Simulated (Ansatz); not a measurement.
# A hypothetical structure for Li2AgO2

Starting from a made-up structure for Li2AgO2, the aim is the relaxed cell, its shortest contacts and, where a second run follows, its electronic structure.

Main program and level: Ansatz 0.2.0; DFT, PBEsol, plane-wave PAW, files of the set soft_1, scalar-relativistic, no spin, cell and ions relaxed at zero pressure; PAW set soft_1, in the first sound run; inputs show where later runs differ.

### Step 1. The starting structure

It takes space group C2/m (No. 12, monoclinic). Conventional cell: a = 6.871 Å, b = 3.002 Å, c = 5.612 Å, α = 90.00°, β = 101.91°, γ = 90.00°. Ag has 4 O at 2.13 Å nearest. O has 4 Li at 2.07 to 2.15 Å and 2 Ag at 2.13 Å nearest. Nearest to Li lie 4 O at 2.07 to 2.15 Å. Farther neighbours and most contacts between anions are not listed.

Coordinates:

```cif
data_structure
_symmetry_space_group_name_H-M 'P 1'
_symmetry_Int_Tables_number 1
_cell_length_a 3.7491
_cell_length_b 3.7491
_cell_length_c 5.6120
_cell_angle_alpha 100.901
_cell_angle_beta 100.901
_cell_angle_gamma 47.202
_cell_volume 56.63
loop_
_atom_site_label
_atom_site_type_symbol
_atom_site_fract_x
_atom_site_fract_y
_atom_site_fract_z
_atom_site_occupancy
Ag1 Ag 0.50000 0.50000 0.00000 1
O2 O 0.89380 0.89380 0.73600 1
O3 O 0.10620 0.10620 0.26400 1
Li4 Li 0.81860 0.81860 0.35900 1
Li5 Li 0.18140 0.18140 0.64100 1
```

### Step 2. Relaxation of the guess

The guessed cell has no reason to be at equilibrium. It is relaxed with the atoms, within the space group of the guess.

Input file input.yaml:

```yaml
crystal:
  lattice:
    - [3.4355, -1.501, 0.0]
    - [3.4355, 1.501, 0.0]
    - [-1.1581763, 0.0, 5.491190368]
  atoms:
    - { symbol: Ag, position: [0.5, 0.5, 0.0] }
    - { symbol: O, position: [0.8938, 0.8938, 0.736] }
    - { symbol: O, position: [0.1062, 0.1062, 0.264] }
    - { symbol: Li, position: [0.8186, 0.8186, 0.359] }
    - { symbol: Li, position: [0.1814, 0.1814, 0.641] }
kpoints:
  mp_grid: { grid: [10, 10, 5] }
scf:
  occupations: { method: fermi_dirac, width: 0.05 }
hamiltonian:
  xc: pbesol
  pseudopotentials: { kind: paw, azcp: { folder: soft_1 }, xc_functional: pbe }
relax:
  f_tol: 0.015
  max_steps: 70
  cell: {}
output:
  forces: true
  stress: true
```

The run is started by

```
$ ansatz run input.yaml --threads 4 --pin off --max-ram 8192MiB --backend cpu --events-out ev --progress --plain --runs-dir out
```

Numbers of over 12 decimals in the logs are rounded to 6 here.

Output:

```text
Engine: ansatz 0.2.0, aarch64-unknown-linux-gnu
Pseudopotentials: kind: paw
Pseudopotential: Ag, paw, valence charge 19, recommended cutoff 420 eV (normal), soft_1/Ag.paw.azcp
Pseudopotential: O, paw, valence charge 6, recommended cutoff 420 eV (normal), soft_1/O.paw.azcp
Pseudopotential: Li, paw, valence charge 3, recommended cutoff 420 eV (normal), soft_1/Li.paw.azcp
Functional definition: PBEsol
  exchange = pbesol_x
  correlation = pbesol_c
Crystal: 5 atoms, lattice volume = 56.633 Å³
Basis set: ecut = 420 eV, 1099 PW (Γ), exchange–correlation on 54×54×80 points (8 copies of the dense FFT grid, shifted against one another)
Bands: 24, of which v1, the nominal top of the filled ones, is band 19 counted from 1 (18 counted from 0)
Symmetry: 4 space group operations
Space group: C2/m (ITA 12), of the structure as read, at distance tolerance 3.8e-5 Å
k-points: 141 of 500
Non-local potential: Ag, projectors of the file, l = 0: 3, l = 1: 2, l = 2: 2, l = 3: 1
Non-local potential: O, projectors of the file, l = 0: 2, l = 1: 2, l = 2: 1
Non-local potential: Li, projectors of the file, l = 0: 3, l = 1: 2, l = 2: 1
PAW form: soft (Blöchl's): semilocal exchange-correlation on the pseudo side does not see the compensation charge
PAW frozen core: Ag, regenerated for the run's functional, and the local potential with it (the file was generated under x = pbe(κ = 0.804, μ = 0.219515), c = pbe(β = 0.066725))
PAW frozen core: O, regenerated for the run's functional, and the local potential with it (the file was generated under x = pbe(κ = 0.804, μ = 0.219515), c = pbe(β = 0.066725))
PAW one-centre angular grid: Ag, 590 points (default); XC on 64 Gauss nodes
PAW one-centre angular grid: O, 110 points (default); XC on 64 Gauss nodes
PAW one-centre angular grid: Li, 110 points (default); XC on 64 Gauss nodes
Initial density: superposition of atomic densities (chi_scale 0.1, normalization cell, long waves kept (reshape's long-wave potential 0.21 eV rms))
Initial wavefunctions: pseudopotential atomic-orbital guess
Functional: x = pbesol(κ = 0.804, μ = 0.123457), c = pbesol(β = 0.046)
SCF iter   1: F=—  HF=-9050.839501 eV  |F-HF|=—  |Δ(HF+E_count)|=         —  Δρ=8.10e-2  dr2=2.49e0  ethr=3.10e-3  ⟨swp⟩=5.6  Hψ=13506  notcnv=0
preconditioner: auto → Kerker (q_TF=auto, 2.541 Å⁻¹)  [metal: Δε(μ)=0.013 eV  Ē_g=12.168 eV  σ=0.050 eV  W_gap=0.06  n_scr=18 (ndim 8)  ℏωp=24.7 eV  f_vac=0.000  D(μ)=2.61/eV (n_scr^D=24)]
SCF iter   2: F=—  HF=-9050.379537 eV  |F-HF|=—  |Δ(HF+E_count)|=   4.60e-1  Δρ=3.00e-2  dr2=3.48e-1  ethr=3.10e-3  ⟨swp⟩=2.1  Hψ=6412  notcnv=0  defer=140
SCF iter   3: F=—  HF=-9050.382048 eV  |F-HF|=—  |Δ(HF+E_count)|=   2.51e-3  Δρ=9.30e-3  dr2=6.64e-2  ethr=9.39e-4  ⟨swp⟩=2.4  Hψ=5833  notcnv=0  defer=140
SCF iter   4: F=—  HF=-9050.381755 eV  |F-HF|=—  |Δ(HF+E_count)|=   2.93e-4  Δρ=2.73e-3  dr2=7.78e-3  ethr=1.79e-4  ⟨swp⟩=2.4  Hψ=5136  notcnv=0  defer=140
SCF iter   5: F=—  HF=-9050.382462 eV  |F-HF|=—  |Δ(HF+E_count)|=   7.07e-4  Δρ=1.01e-3  dr2=8.18e-4  ethr=2.10e-5  ⟨swp⟩=2.7  Hψ=5313  notcnv=0  defer=140
SCF iter   6: F=—  HF=-9050.382659 eV  |F-HF|=—  |Δ(HF+E_count)|=   1.97e-4  Δρ=2.34e-4  dr2=3.99e-5  ethr=2.21e-6  ⟨swp⟩=2.5  Hψ=5498  notcnv=0  defer=140
SCF iter   7: F=—  HF=-9050.382724 eV  |F-HF|=—  |Δ(HF+E_count)|=   6.50e-5  Δρ=7.02e-5  dr2=4.00e-6  ethr=1.08e-7  ⟨swp⟩=2.3  Hψ=5080  notcnv=0  defer=140
SCF iter   8: F=—  HF=-9050.382725 eV  |F-HF|=—  |Δ(HF+E_count)|=   1.26e-6  Δρ=1.89e-5  dr2=3.39e-7  ethr=1.08e-8  ⟨swp⟩=2.2  Hψ=4774  notcnv=0  defer=140
SCF iter   9: F=-9050.382725 eV  HF=-9050.382725 eV  |F-HF|=3.75e-9  |Δ(HF+E_count)|=   1.05e-7  Δρ=5.65e-6  dr2=4.63e-8  ethr=2.70e-10  ⟨swp⟩=4.0  Hψ=10220  notcnv=0
SCF 1 converged in 9 iterations: F = -9050.382725 eV  dr2 = 4.63e-8
  greatest PAW one-centre occupation: 1.001 electrons in one spin orbital (limit 2), on the Ag atom at site 0 (counted from 0), in its partial waves of l = 0
relax step   1: F+E_penalty+E_count = -9050.38272546 eV  Δ(F+E_penalty+E_count) = +0.000e0 eV  max|allowed force component| = 8.144e-1 eV/Å  Δτ_max = 0.0000 Å  P = -2.621 GPa  Ω = 56.633 Å³  (9 SCF iters, dr2 threshold 1.00e-7 eV, accepted)
Crystal: 5 atoms, lattice volume = 54.717 Å³
Basis set: ecut = 420 eV, 1051 PW (Γ), exchange–correlation on 54×54×80 points (8 copies of the dense FFT grid, shifted against one another)
Initial density: handed on by an earlier stage of this run
Initial wavefunctions: those handed on with the density
iter 1 solved again at ethr=4.61e-5 eV; its pass at ethr=3.10e-3 eV (dr2=1.71e-2 eV) is discarded
SCF iter   1: F=—  HF=-9050.524731 eV  |F-HF|=—  |Δ(HF+E_count)|=         —  Δρ=7.98e-3  dr2=1.70e-2  ethr=4.61e-5  ⟨swp⟩=1.0  Hψ=17601  notcnv=0
preconditioner: auto → LDOS  [metal: Δε(μ)=0.002 eV  Ē_g=12.407 eV  σ=0.050 eV  W_gap=0.01  n_scr=18 (ndim 8)  ℏωp=25.1 eV  f_vac=0.031  D(μ)=3.43/eV (n_scr^D=30)  β→1.0]
SCF iter   2: F=—  HF=-9050.525997 eV  |F-HF|=—  |Δ(HF+E_count)|=   1.27e-3  Δρ=2.82e-3  dr2=3.12e-3  ethr=4.60e-5  ⟨swp⟩=2.1  Hψ=5878  notcnv=0
SCF iter   3: F=—  HF=-9050.525016 eV  |F-HF|=—  |Δ(HF+E_count)|=   9.81e-4  Δρ=1.29e-3  dr2=9.15e-4  ethr=8.45e-6  ⟨swp⟩=2.0  Hψ=5083  notcnv=0
SCF iter   4: F=—  HF=-9050.524917 eV  |F-HF|=—  |Δ(HF+E_count)|=   9.84e-5  Δρ=8.99e-4  dr2=4.46e-4  ethr=2.47e-6  ⟨swp⟩=2.0  Hψ=4970  notcnv=0
SCF iter   5: F=—  HF=-9050.524892 eV  |F-HF|=—  |Δ(HF+E_count)|=   2.55e-5  Δρ=5.74e-4  dr2=2.19e-4  ethr=1.21e-6  ⟨swp⟩=1.0  Hψ=3384  notcnv=0
SCF iter   6: F=—  HF=-9050.524847 eV  |F-HF|=—  |Δ(HF+E_count)|=   4.43e-5  Δρ=1.83e-4  dr2=2.30e-5  ethr=5.91e-7  ⟨swp⟩=1.2  Hψ=3471  notcnv=0
SCF iter   7: F=—  HF=-9050.524844 eV  |F-HF|=—  |Δ(HF+E_count)|=   3.58e-6  Δρ=4.94e-5  dr2=1.07e-6  ethr=6.23e-8  ⟨swp⟩=2.5  Hψ=4596  notcnv=0
SCF iter   8: F=-9050.524844 eV  HF=-9050.524844 eV  |F-HF|=4.08e-8  |Δ(HF+E_count)|=   8.33e-8  Δρ=1.25e-5  dr2=6.22e-8  ethr=1.35e-9  ⟨swp⟩=4.0  Hψ=10295  notcnv=0
SCF 2 converged in 8 iterations: F = -9050.524844 eV  dr2 = 6.22e-8
relax step   2: F+E_penalty+E_count = -9050.52484356 eV  Δ(F+E_penalty+E_count) = -1.421e-1 eV  max|allowed force component| = 4.447e-1 eV/Å  Δτ_max = 0.0636 Å  P = -1.924 GPa  Ω = 54.717 Å³  energy of the carried Pulay correction = +3.850e-3 eV  (8 SCF iters, dr2 threshold 5.00e-7 eV, accepted)
Crystal: 5 atoms, lattice volume = 51.318 Å³
Basis set: ecut = 420 eV, 991 PW (Γ), exchange–correlation on 54×54×80 points (8 copies of the dense FFT grid, shifted against one another)
iter 1 solved again at ethr=4.75e-5 eV; its pass at ethr=3.10e-3 eV (dr2=1.76e-2 eV) is discarded
SCF iter   1: F=—  HF=-9050.600848 eV  |F-HF|=—  |Δ(HF+E_count)|=         —  Δρ=6.97e-3  dr2=1.78e-2  ethr=4.75e-5  ⟨swp⟩=1.0  Hψ=17798  notcnv=0
preconditioner: auto → LDOS  [metal: Δε(μ)=0.005 eV  Ē_g=12.801 eV  σ=0.050 eV  W_gap=0.03  n_scr=18 (ndim 8)  ℏωp=25.9 eV  f_vac=0.020  D(μ)=3.49/eV (n_scr^D=36)  β→1.0]
SCF iter   2: F=—  HF=-9050.598952 eV  |F-HF|=—  |Δ(HF+E_count)|=   1.90e-3  Δρ=2.95e-3  dr2=3.71e-3  ethr=4.75e-5  ⟨swp⟩=2.0  Hψ=5638  notcnv=0
SCF iter   3: F=—  HF=-9050.598308 eV  |F-HF|=—  |Δ(HF+E_count)|=   6.44e-4  Δρ=1.36e-3  dr2=1.52e-3  ethr=1.00e-5  ⟨swp⟩=2.1  Hψ=5595  notcnv=0
SCF iter   4: F=—  HF=-9050.598066 eV  |F-HF|=—  |Δ(HF+E_count)|=   2.42e-4  Δρ=9.64e-4  dr2=6.53e-4  ethr=4.11e-6  ⟨swp⟩=2.7  Hψ=5681  notcnv=0
SCF iter   5: F=—  HF=-9050.597986 eV  |F-HF|=—  |Δ(HF+E_count)|=   7.98e-5  Δρ=6.92e-4  dr2=3.05e-4  ethr=1.77e-6  ⟨swp⟩=1.0  Hψ=3384  notcnv=0
SCF iter   6: F=—  HF=-9050.597912 eV  |F-HF|=—  |Δ(HF+E_count)|=   7.37e-5  Δρ=3.41e-4  dr2=5.79e-5  ethr=8.24e-7  ⟨swp⟩=1.0  Hψ=3384  notcnv=0
SCF iter   7: F=—  HF=-9050.597902 eV  |F-HF|=—  |Δ(HF+E_count)|=   9.75e-6  Δρ=8.41e-5  dr2=2.60e-6  ethr=1.56e-7  ⟨swp⟩=2.3  Hψ=4346  notcnv=0
SCF iter   8: F=-9050.597902 eV  HF=-9050.597902 eV  |F-HF|=1.79e-8  |Δ(HF+E_count)|=   3.19e-7  Δρ=9.73e-6  dr2=3.81e-8  ethr=1.35e-9  ⟨swp⟩=2.8  Hψ=11891  notcnv=0
SCF 3 converged in 8 iterations: F = -9050.597902 eV  dr2 = 3.81e-8
relax step   3: F+E_penalty+E_count = -9050.59790193 eV  Δ(F+E_penalty+E_count) = -7.306e-2 eV  max|allowed force component| = 8.739e-2 eV/Å  Δτ_max = 0.0491 Å  P = +1.126 GPa  Ω = 51.318 Å³  energy of the carried Pulay correction = +1.102e-2 eV  (8 SCF iters, dr2 threshold 5.00e-7 eV, accepted)
[...]
relax step   4: F+E_penalty+E_count = -9050.60402247 eV  Δ(F+E_penalty+E_count) = -6.121e-3 eV  max|allowed force component| = 1.587e-2 eV/Å  Δτ_max = 0.0137 Å  P = +0.098 GPa  Ω = 51.802 Å³  energy of the carried Pulay correction = +9.969e-3 eV  (6 SCF iters, dr2 threshold 5.00e-7 eV, accepted)
[...]
relax step   5: F+E_penalty+E_count = -9050.60532767 eV  Δ(F+E_penalty+E_count) = -1.305e-3 eV  max|allowed force component| = 1.328e-2 eV/Å  Δτ_max = 0.0155 Å  P = +0.121 GPa  Ω = 51.826 Å³  energy of the carried Pulay correction = +9.919e-3 eV  (6 SCF iters, dr2 threshold 5.00e-7 eV, accepted)
[...]
relax step   6: F+E_penalty+E_count = -9050.60576818 eV  Δ(F+E_penalty+E_count) = -4.405e-4 eV  max|allowed force component| = 7.787e-3 eV/Å  Δτ_max = 0.0046 Å  P = -0.017 GPa  Ω = 51.807 Å³  energy of the carried Pulay correction = +9.959e-3 eV  (4 SCF iters, dr2 threshold 4.48e-7 eV, accepted)
[...]
relax step   7: F+E_penalty+E_count = -9050.60099132 eV  Δ(F+E_penalty+E_count) = +4.777e-3 eV  max|allowed force component| = 7.659e-3 eV/Å  Δτ_max = 0.0000 Å  P = -0.192 GPa  Ω = 51.807 Å³  stress off target by 2.60e-1 GPa  SCF on the basis re-selected at this cell (its energy is not comparable with the rows above)  (9 SCF iters)
[...]
relax step   8: F+E_penalty+E_count = -9050.60143669 eV  Δ(F+E_penalty+E_count) = -4.454e-4 eV  max|allowed force component| = 5.548e-3 eV/Å  Δτ_max = 0.0016 Å  P = +0.031 GPa  Ω = 51.657 Å³  energy of the carried Pulay correction = +3.229e-4 eV  (6 SCF iters, dr2 threshold 1.70e-7 eV, accepted)
iter 1 solved again at ethr=5.85e-8 eV; its pass at ethr=3.10e-3 eV (dr2=2.16e-5 eV) is discarded
SCF iter   1: F=—  HF=-9050.601123 eV  |F-HF|=—  |Δ(HF+E_count)|=         —  Δρ=2.06e-5  dr2=4.98e-8  ethr=5.85e-8  ⟨swp⟩=3.0  Hψ=22427  notcnv=0
preconditioner: auto → LDOS  [metal: Δε(μ)=0.004 eV  Ē_g=12.802 eV  σ=0.050 eV  W_gap=0.02  n_scr=18 (ndim 8)  ℏωp=25.8 eV  f_vac=0.025  D(μ)=3.49/eV (n_scr^D=36)  β→1.0]
SCF iter   2: F=—  HF=-9050.601141 eV  |F-HF|=—  |Δ(HF+E_count)|=   1.81e-5  Δρ=9.56e-6  dr2=3.50e-8  ethr=1.35e-10  ⟨swp⟩=2.0  Hψ=5479  notcnv=0
SCF iter   3: F=—  HF=-9050.601141 eV  |F-HF|=—  |Δ(HF+E_count)|=   2.00e-9  Δρ=5.39e-6  dr2=1.43e-8  ethr=9.46e-11  ⟨swp⟩=1.0  Hψ=3384  notcnv=0
SCF iter   4: F=—  HF=-9050.601141 eV  |F-HF|=—  |Δ(HF+E_count)|=   1.22e-9  Δρ=3.13e-6  dr2=6.46e-9  ethr=3.86e-11  ⟨swp⟩=1.0  Hψ=3384  notcnv=0
SCF iter   5: F=—  HF=-9050.601141 eV  |F-HF|=—  |Δ(HF+E_count)|=  8.19e-10  Δρ=1.94e-6  dr2=1.78e-9  ethr=1.74e-11  ⟨swp⟩=2.3  Hψ=4298  notcnv=0
SCF iter   6: F=—  HF=-9050.601141 eV  |F-HF|=—  |Δ(HF+E_count)|=  3.24e-10  Δρ=6.83e-7  dr2=4.00e-10  ethr=4.82e-12  ⟨swp⟩=2.0  Hψ=4864  notcnv=0
SCF iter   7: F=-9050.601141 eV  HF=-9050.601141 eV  |F-HF|=2.36e-11  |Δ(HF+E_count)|=  9.09e-11  Δρ=3.02e-7  dr2=4.09e-11  ethr=1.00e-12  ⟨swp⟩=2.5  Hψ=12493  notcnv=0
SCF 9 converged in 7 iterations: F = -9050.601141 eV  dr2 = 4.09e-11
relax step   9: F+E_penalty+E_count = -9050.60114105 eV  Δ(F+E_penalty+E_count) = +2.956e-4 eV  max|allowed force component| = 5.618e-3 eV/Å  Δτ_max = 0.0000 Å  P = +0.024 GPa  Ω = 51.657 Å³  stress off target by 3.60e-2 GPa  SCF on the basis re-selected at this cell (its energy is not comparable with the rows above)  (7 SCF iters)
basis re-selected at this cell: Δ(F+E_penalty+E_count) = +2.956e-4 eV, ΔP = -0.007 GPa vs the last step (what re-selecting the basis moved, of the pressure what is left beyond the Pulay correction that the steps carried, after the strain that the cell walked since its last selection, with what the two solves' SCF thresholds leave and, on support functions, any second-order correction that the steps lacked; it is no m [...]
SCF converged after 7 iterations
Free energy (F): -9050.601141 eV
Harris-Foulkes:  -9050.601141 eV  (|F-HF|=2.36e-11)
Internal energy: -9050.573609 eV  (E = F + TS)
E sigma→0 (E₀):  -9050.587375 eV
Entropy (-TS):   -0.027532 eV (-5.506 meV/atom)
Fermi energy:    8.204972 eV
--- Per-component energies (eV) ---
  E_band       = -526.669859
  E_kinetic    = 835.545051
  E_local      = -3948.881389  (includes V_loc(G=0)·N_el)
  E_nonlocal   = 102.194072
  E_hartree    = 1753.023627
  E_xc         = -317.226988
  E_vxc        = -405.413937  (∫ρ·V_xc dr)
  E_paw        = -4245.130597  (= ΣΔE_a)
  E_vpaw       = -616.163792  (= ΣTr[D̂ρ^β])
  E_aug_tail   = 0.002419  (compensation charges beyond the density's cutoff)
  E_ewald      = -3230.493120
  E_core_change = 0.393316  (= ΣΔE_core)
  E_smearing   = -0.027532  (= −TS)
  E_closure    = -0.000000  (closes the sum)
  Σ components = -9050.601141   (vs F -9050.601141, Δ=0.00e0)
--- Forces (eV/Å), atoms counted from 1 ---
  atom   1  Ag     0.00000000     0.00000000     0.00000000
  atom   2  O     -0.00054302     0.00000000    -0.00561790
  atom   3  O      0.00054302    -0.00000000     0.00561790
  atom   4  Li    -0.00075680    -0.00000000    -0.00036376
  atom   5  Li     0.00075680     0.00000000     0.00036376
  max |Σ_I F_I| component: 1.08e-19 eV/Å
--- Stress (GPa, compression-positive) ---
        0.007454       0.000000       0.009132
        0.000000       0.035966      -0.000000
        0.009126      -0.000000       0.028975
  P = ⅓ Tr σ = 0.0241 GPa (0.241 kbar)
--- Relaxed structure (7 steps of the walk, 7 accepted, 2 SCFs on fresh bases) ---
  F+E_penalty+E_count = -9050.60114105 eV   max|allowed force component| = 5.618e-3 eV/Å   (the final SCF, on the basis selected at the relaxed cell)
  cell:  # Å, volume = 51.6566 Å³
    - [3.143912, -1.483044, -0.040570]
    - [3.143912, 1.483044, -0.040570]
    - [-1.124722, 0.0, 5.554024]
  atoms:
    - { symbol: Ag, position: [0.5, 0.5, 0.0] }
    - { symbol: O, position: [0.888452, 0.888452, 0.721267] }
    - { symbol: O, position: [0.111548, 0.111548, 0.278733] }
    - { symbol: Li, position: [0.828465, 0.828465, 0.362450] }
    - { symbol: Li, position: [0.171535, 0.171535, 0.637550] }
```

It took 20 s on 4 threads of Arm Neoverse V2, shared host; peak memory 0.47 GiB; 74 s of CPU time.

This run has no spin polarisation although its electron count is odd.

Relaxation path:

| step | energy less that of the first step (eV) | largest force component (eV/Å) | pressure (GPa) | volume (Å³) |
| --- | --- | --- | --- | --- |
| 1 | 0.0000 | 0.8144 | -2.62 | 56.63 |
| 2 | -0.1421 | 0.4447 | -1.92 | 54.72 |
| 3 | -0.2152 | 0.0874 | 1.13 | 51.32 |
| 4 | -0.2213 | 0.0159 | 0.10 | 51.80 |
| 5 | -0.2226 | 0.0133 | 0.12 | 51.83 |
| 6 | -0.2230 | 0.0078 | -0.02 | 51.81 |
| 7* | -0.2183 | 0.0077 | -0.19 | 51.81 |
| 8 | -0.2187 | 0.0055 | 0.03 | 51.66 |
| 9* | -0.2184 | 0.0056 | 0.02 | 51.66 |

Relaxation steps marked * repeat the geometry before them on a plane-wave basis chosen anew for their cell, so energy and pressure can jump there.

The run keeps the 4 symmetry operations that it works with, so distortions that break them were not tested.

| cell as run | before | after | change |
| --- | --- | --- | --- |
| a (Å) | 3.749 | 3.476 | -7.3 % |
| b (Å) | 3.749 | 3.476 | -7.3 % |
| c (Å) | 5.612 | 5.667 | +1.0 % |
| α (°) | 100.90 | 101.01 | +0.1 % |
| β (°) | 100.90 | 101.01 | +0.1 % |
| γ (°) | 47.20 | 50.50 | +7.0 % |
| volume (Å³/atom) | 11.33 | 10.33 | -8.8 % |

The atoms that moved most (Å, as changes of fractional coordinates times the final cell):

| atom | dx | dy | dz | length |
| --- | --- | --- | --- | --- |
| O3 | 0.017 | 0.000 | 0.081 | 0.083 |
| O2 | -0.017 | 0.000 | -0.081 | 0.083 |
| Li4 | 0.058 | 0.000 | 0.018 | 0.061 |
| Li5 | -0.058 | 0.000 | -0.018 | 0.061 |

This step gave:

| Property | Result |
| --- | --- |
| free energy | -9050.6011 eV |
| energy at zero smearing | -9050.5874 eV |
| smearing term TS | 0.02753 eV |
| Fermi energy | 8.205 eV |
| electrons | 37 |
| symmetry operations | 4 |
| pressure | 0.02413 GPa |

Shortest distances by pair of elements, guess and relaxed (not always the same contact):

| pair | guess (Å) | relaxed (Å) |
| --- | --- | --- |
| Li–O | 2.072 | 1.937 |
| Ag–O | 2.129 | 2.172 |
| Li–Li | 2.502 | 2.380 |
| Ag–Li | 2.652 | 2.587 |
| Ag–Ag | 3.002 | 2.966 |

The relaxation ends with a largest force component of 0.0056 eV/Å and a pressure of 0.02 GPa.

(Continued in part 2 of 2.)

[Logs are printed without paths, hosts, clocks, repeated set-up lines and the standing remarks that a program may print on its own settings, such as how far it seeks lower states.]

[Hosts, paths, dates, database ids (printed as entryN), source tags and the programs' standing remarks are cut or masked in the printed files.]
